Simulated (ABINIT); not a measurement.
# Quasiparticle gap of RbBH4 (F-43m) in ABINIT

Aim: the G0W0 gap of RbBH4 (F-43m) on PBEsol, step by step.

Program: ABINIT 10.8.3. Level of theory: PBEsol and many-body steps on it, plane waves. Results are calculated unless marked as measured.

**1. Set-up**

Symmetry: F-43m, No. 216, cubic system. Conventional cell: a = 6.906 Å, b = 6.906 Å, c = 6.906 Å, α = 90.00°, β = 90.00°, γ = 90.00°. Nearest to Rb lie 12 H at 2.92 Å and 6 B at 3.45 Å. Nearest to B lie 4 H at 1.23 Å and 6 Rb at 3.45 Å. H has 1 B at 1.23 Å and 6 H at 2.00 to 2.88 Å and 3 Rb at 2.92 Å nearest. Farther neighbours are not listed.

The cell and positions are those that the Materials Project relaxed with its own functionals (PBE, PBE+U or r2SCAN), kept fixed.

**2. Ground state**

This step: ABINIT 10.8.3; DFT, PBEsol, plane waves, norm-conserving pseudopotentials.

The ground-state density comes first.

File run.abi:

```
acell 3*1.0 Angstrom
rprim 
  -0.000000000000 3.453240220000 3.453240220000
  3.453240220000 -0.000000000000 3.453240220000
  3.453240220000 3.453240220000 -0.000000000000
ntypat 3
znucl 37 5 1
natom 6
typat 1 2 3 3 3 3
xred 
  0.000000000000 0.000000000000 0.000000000000
  0.500000000000 0.500000000000 0.500000000000
  0.602415200000 0.602415200000 0.602415200000
  0.192754400000 0.602415200000 0.602415200000
  0.602415200000 0.602415200000 0.192754400000
  0.602415200000 0.192754400000 0.602415200000
pp_dirpath "pseudos"
pseudos "Rb.upf, B.upf, H.upf"
ecut 34
ngkpt 6 6 6
nshiftk 1
shiftk 0 0 0
kptopt 1
chksymbreak 0
nband 15
occopt 1
tolvrs 1e-10
nstep 60
prtwf 0
optforces 0
optstress 0
indata_prefix "in"
outdata_prefix "out"
tmpdata_prefix "tmp"
```

The run is started by

```sh
> OMP_NUM_THREADS=1 mpirun -n 4 abinit run.abi > log
```

Numbers of over 12 decimals in the logs are rounded to 6 here.

The log of the run:

```text
.Version 10.8.3 of ABINIT. v10.8.2 released Aug 2026.

 Symmetries : space group F-4 3 m (#216); Bravais cF (face-center cubic)
================================================================================
 Values of the parameters that define the memory need of the present run
     intxc =       0    ionmov =       0      iscf =       7    lmnmax =       6
     lnmax =       6     mgfft =      50  mpssoang =       3    mqgrid =    3001
     natom =       6  nloc_mem =       1    nspden =       1   nspinor =       1
    nsppol =       1      nsym =      24    n1xccc =    2501    ntypat =       3
    occopt =       1   xclevel =       2
-    mband =          15        mffmem =           1         mkmem =           4
       mpw =        5281          nfft =      125000          nkpt =          16
================================================================================
  Rough estimation (10% accuracy) of disk space for files :
================================================================================

--------------------------------------------------------------------------------
------------- Echo of variables that govern the present computation ------------
--------------------------------------------------------------------------------
 -outvars: echo values of preprocessed input variables --------
            acell      1.8897261259E+00  1.8897261259E+00  1.8897261259E+00 Bohr

      chksymbreak           0
             ecut      3.40000000E+01 Hartree
-          fftalg         312

              ixc     -116133
              kpt      0.00000000E+00  0.00000000E+00  0.00000000E+00
                       1.66666667E-01  0.00000000E+00  0.00000000E+00
                       3.33333333E-01  0.00000000E+00  0.00000000E+00
                       5.00000000E-01  0.00000000E+00  0.00000000E+00
                       1.66666667E-01  1.66666667E-01  0.00000000E+00
                       3.33333333E-01  1.66666667E-01  0.00000000E+00
                       5.00000000E-01  1.66666667E-01  0.00000000E+00
                      -3.33333333E-01  1.66666667E-01  0.00000000E+00
                      -1.66666667E-01  1.66666667E-01  0.00000000E+00
   [... 5 further rows ...]
                      -3.33333333E-01  3.33333333E-01  1.66666667E-01
                      -3.33333333E-01  5.00000000E-01  1.66666667E-01
         kptrlatt        6    0    0      0    6    0      0    0    6
          kptrlen      5.53722162E+01
P           mkmem           4
            natom           6
            nband          15
            ngfft          50      50      50
             nkpt          16
            nstep          60
             nsym          24
           ntypat           3
              occ      2.000000  2.000000  2.000000  2.000000  2.000000  2.000000
                       2.000000  2.000000  0.000000  0.000000  0.000000  0.000000
[...]
optforces           0
        optstress           0
            prtwf           0
            rprim     -0.0000000000E+00  3.4532402200E+00  3.4532402200E+00
[...]
spgroup         216

           tolvrs      1.00000000E-10

             xred      0.0000000000E+00  0.0000000000E+00  0.0000000000E+00
[...]
znucl       37.00000    5.00000    1.00000

================================================================================

 chkinp: Checking input parameters for consistency.

================================================================================
== DATASET  1 ==================================================================
-   mpi_nproc: 4, omp_nthreads: 1 (-1 if OMP is not activated)

--- !DatasetInfo
iteration_state: {dtset: 1, }
dimensions: {natom: 6, nkpt: 16, mband: 15, nsppol: 1, nspinor: 1, nspden: 1, mpw: 5281, }
cutoff_energies: {ecut:  34.0, pawecutdg:  -1.0, }
electrons: {nelect:   1.60000000E+01, charge:   0.00000000E+00, occopt:   1.00000000E+00, tsmear:   1.00000000E-02, }

 Real(R)+Recip(G) space primitive vectors, cartesian coordinates (Bohr,Bohr^-1):
 R(1)=  0.0000000  6.5256783  6.5256783  G(1)= -0.0766204  0.0766204  0.0766204
 R(2)=  6.5256783  0.0000000  6.5256783  G(2)=  0.0766204 -0.0766204  0.0766204
 R(3)=  6.5256783  6.5256783  0.0000000  G(3)=  0.0766204  0.0766204 -0.0766204
 Unit cell volume ucvol=  5.5578519E+02 bohr^3
 Angles (23,13,12)=  6.00000000E+01  6.00000000E+01  6.00000000E+01 degrees

 getcut: wavevector=  0.0000  0.0000  0.0000  ngfft=  50  50  50
         ecut(hartree)=     34.000   => boxcut(ratio)=   2.06490

--- Pseudopotential description ------------------------------------------------
- Rb Generated using ONCVPSP code by D. R. Hamann
- 37.00000   9.00000  180301                  znucl, zion, pspdat
12 -116133 2 -1 2280                          pspcod,pspxc,lmax,lloc,mmax
     nproj     2     2     2
  pspatm : epsatm=   34.48401057
         --- l  ekb(1:nproj) -->
[...]
pspatm: atomic psp has been read  and splines computed

- B Generated using ONCVPSP code by D. R. Hamann
-  5.00000   3.00000  180301                  znucl, zion, pspdat
12 -116133 1 -1 1534                          pspcod,pspxc,lmax,lloc,mmax
     nproj     2     2     0
  pspatm : epsatm=    3.20154509
         --- l  ekb(1:nproj) -->
[...]
pspatm: atomic psp has been read  and splines computed

- H Generated using ONCVPSP code by D. R. Hamann
-  1.00000   1.00000  180301                  znucl, zion, pspdat
12 -116133 1 -1 1180                          pspcod,pspxc,lmax,lloc,mmax
     nproj     2     1     0
  pspatm : epsatm=    0.35585368
         --- l  ekb(1:nproj) -->
[...]
1   -0.494138
 pspatm: atomic psp has been read  and splines computed

   6.25743526E+02                                ecore*ucvol(ha*bohr**3)
--------------------------------------------------------------------------------

_setup2: Arith. and geom. avg. npw (full set) are    5261.162    5261.150

================================================================================

--- !BeginCycle
iteration_state: {dtset: 1, }
solver: {iscf: 7, nstep: 60, nline: 4, wfoptalg: 0, }
tolerances: {tolvrs: 1.00E-10, }

     iter   Etot(hartree)      deltaE(h)  residm     vres2
 ETOT  1  -32.228181315489    -3.223E+01 2.948E-02 1.426E+03
 ETOT  2  -32.356694399375    -1.285E-01 1.597E-02 4.408E+01
 ETOT  3  -32.362348603135    -5.654E-03 5.283E-03 1.068E+01
 ETOT  4  -32.363085309551    -7.367E-04 2.937E-03 7.824E-02
 ETOT  5  -32.363090805198    -5.496E-06 1.838E-03 7.576E-03
 ETOT  6  -32.363091084217    -2.790E-07 5.893E-04 1.770E-04
 ETOT  7  -32.363091091504    -7.287E-09 4.935E-04 1.601E-05
 ETOT  8  -32.363091091931    -4.271E-10 4.369E-04 2.083E-06
 ETOT  9  -32.363091091972    -4.129E-11 2.351E-04 6.708E-08
 ETOT 10  -32.363091091973    -1.144E-12 3.587E-04 1.983E-09
 ETOT 11  -32.363091091973     5.684E-14 1.772E-04 1.618E-10
 ETOT 12  -32.363091091974    -1.037E-12 2.563E-04 6.372E-12

 At SCF step   12       vres2   =  6.37E-12 < tolvrs=  1.00E-10 =>converged.

--- !ResultsGS
iteration_state: {dtset: 1, }
comment   : Summary of ground state results
lattice_vectors:
- [ -0.0000000,   6.5256783,   6.5256783, ]
- [  6.5256783,  -0.0000000,   6.5256783, ]
- [  6.5256783,   6.5256783,  -0.0000000, ]
lattice_lengths: [   9.22870,    9.22870,    9.22870, ]
lattice_angles: [ 60.000,  60.000,  60.000, ] # degrees, (23, 13, 12)
lattice_volume:   5.5578519E+02
convergence: {deltae: -1.037E-12, res2:  6.372E-12, residm:  2.563E-04, diffor:  0.000E+00, }
etotal    :  -3.23630911E+01
entropy   :   0.00000000E+00
fermie    :  -1.01999336E-01
cartesian_stress_tensor: null
pressure_GPa: null
xred      :
- [  0.0000E+00,   0.0000E+00,   0.0000E+00, Rb]
- [  5.0000E-01,   5.0000E-01,   5.0000E-01,  B]
- [  6.0242E-01,   6.0242E-01,   6.0242E-01,  H]
- [  1.9275E-01,   6.0242E-01,   6.0242E-01,  H]
- [  6.0242E-01,   6.0242E-01,   1.9275E-01,  H]
- [  6.0242E-01,   1.9275E-01,   6.0242E-01,  H]
cartesian_forces: null
force_length_stats: {min: null, max: null, mean: null, }

 Integrated electronic density in atomic spheres:
 ------------------------------------------------
 Atom  Sphere_radius  Integrated_density
[...]
================================================================================

 ----iterations are completed or convergence reached----

 Mean square residual over all n,k,spin=   16.159E-07; max=  25.625E-05
 reduced coordinates (array xred) for    6 atoms
[...]
0.500000000000      0.500000000000      0.500000000000
       0.602415200000      0.602415200000      0.602415200000
       0.192754400000      0.602415200000      0.602415200000
       0.602415200000      0.602415200000      0.192754400000
       0.602415200000      0.192754400000      0.602415200000
 rms dE/dt=  0.0000E+00; max dE/dt=  0.0000E+00; dE/dt below (all hartree)
    1       0.000000000000      0.000000000000      0.000000000000
    2       0.000000000000      0.000000000000      0.000000000000
    3       0.000000000000      0.000000000000      0.000000000000
    4       0.000000000000      0.000000000000      0.000000000000
    5       0.000000000000      0.000000000000      0.000000000000
    6       0.000000000000      0.000000000000      0.000000000000

 cartesian coordinates (angstrom) at end:
    1      0.000000     0.000000     0.000000
    2      3.453240     3.453240     3.453240
    3      4.160569     4.160569     4.160569
    4      4.160569     2.745912     2.745912
    5      2.745912     2.745912     4.160569
    6      2.745912     4.160569     2.745912
 length scales=  1.889726125908  1.889726125908  1.889726125908 bohr
              =  1.000000000000  1.000000000000  1.000000000000 angstroms
 prteigrs : about to open file out_EIG
 Fermi (or HOMO) energy (hartree) =  -0.10200   Average Vxc (hartree)=  -0.27575
 Eigenvalues (hartree) for nkpt=  16  k points:
 kpt#   1, nband= 15, wtk=  0.00463, kpt=  0.0000  0.0000  0.0000 (reduced coord)
  -0.97048   -0.38533   -0.38533   -0.38533   -0.31202   -0.10200   -0.10200   -0.10200
   0.12464    0.17413    0.17413    0.17413    0.23095    0.23095    0.28119
 prteigrs : prtvol=0 or 1, do not print more k-points.

--- !EnergyTerms
iteration_state     : {dtset: 1, }
comment             : Components of total free energy in Hartree
kinetic             :  1.15735849903960E+01
hartree             :  6.60307961904800E+00
xc                  : -9.62371331264122E+00
Ewald energy        : -2.01877193041417E+01
psp_core            :  1.12587297806713E+00
local_psp           : -2.03628944997692E+01
non_local_psp       : -1.49130156293338E+00
total_energy        : -3.23630910919744E+01
total_energy_eV     : -8.80644571817581E+02
band_energy         : -5.56243107619050E+00

== END DATASET(S) ==============================================================
================================================================================

 -outvars: echo values of variables after computation  --------
           etotal     -3.2363091092E+01
            nband          15
             nkpt          16
          spgroup         216
 [... the other variables as echoed above ...]

 Calculation completed.
```

Wall time 18 s (4 MPI ranks of Arm Neoverse V1, shared host); peak memory 0.4 GiB; 72 s of CPU time.

This step gave:

| Property | Result |
| --- | --- |
| total energy | -880.6446 eV |
| gap | 5.909 eV |
| k of the valence top | 0, 0, 0 |
| k of the conduction bottom | 0.5, 0.5, 0 |
| least direct gap | 6.018 eV |

The gap is indirect, with the least direct gap 0.11 eV higher.

(Part 1 of 3 ends here.)

[Paths, hosts, dates, memory and timing lines, banners, echoed tables and standing remarks are left out of the program output.]

[Logs are printed without paths, hosts, clocks, repeated set-up lines and the standing remarks that a program may print on its own settings, such as how far it seeks lower states.]

[Runs of the session that timed out or met a known fault of the program may be left out.]

[Hosts, paths, dates, database ids (printed as entryN), source tags and the programs' standing remarks are cut or masked in the printed files.]

[G0W0 gaps are taken among the corrected bands and points alone; a level outside them can change the order at an edge.]

[Where Ansatz stands beside ABINIT at settings called matched, ABINIT's density can come from a denser mesh and the files from another edition; pairs whose starting gaps differed by over 0.03 eV were left out, so agreement reads better than it is.]
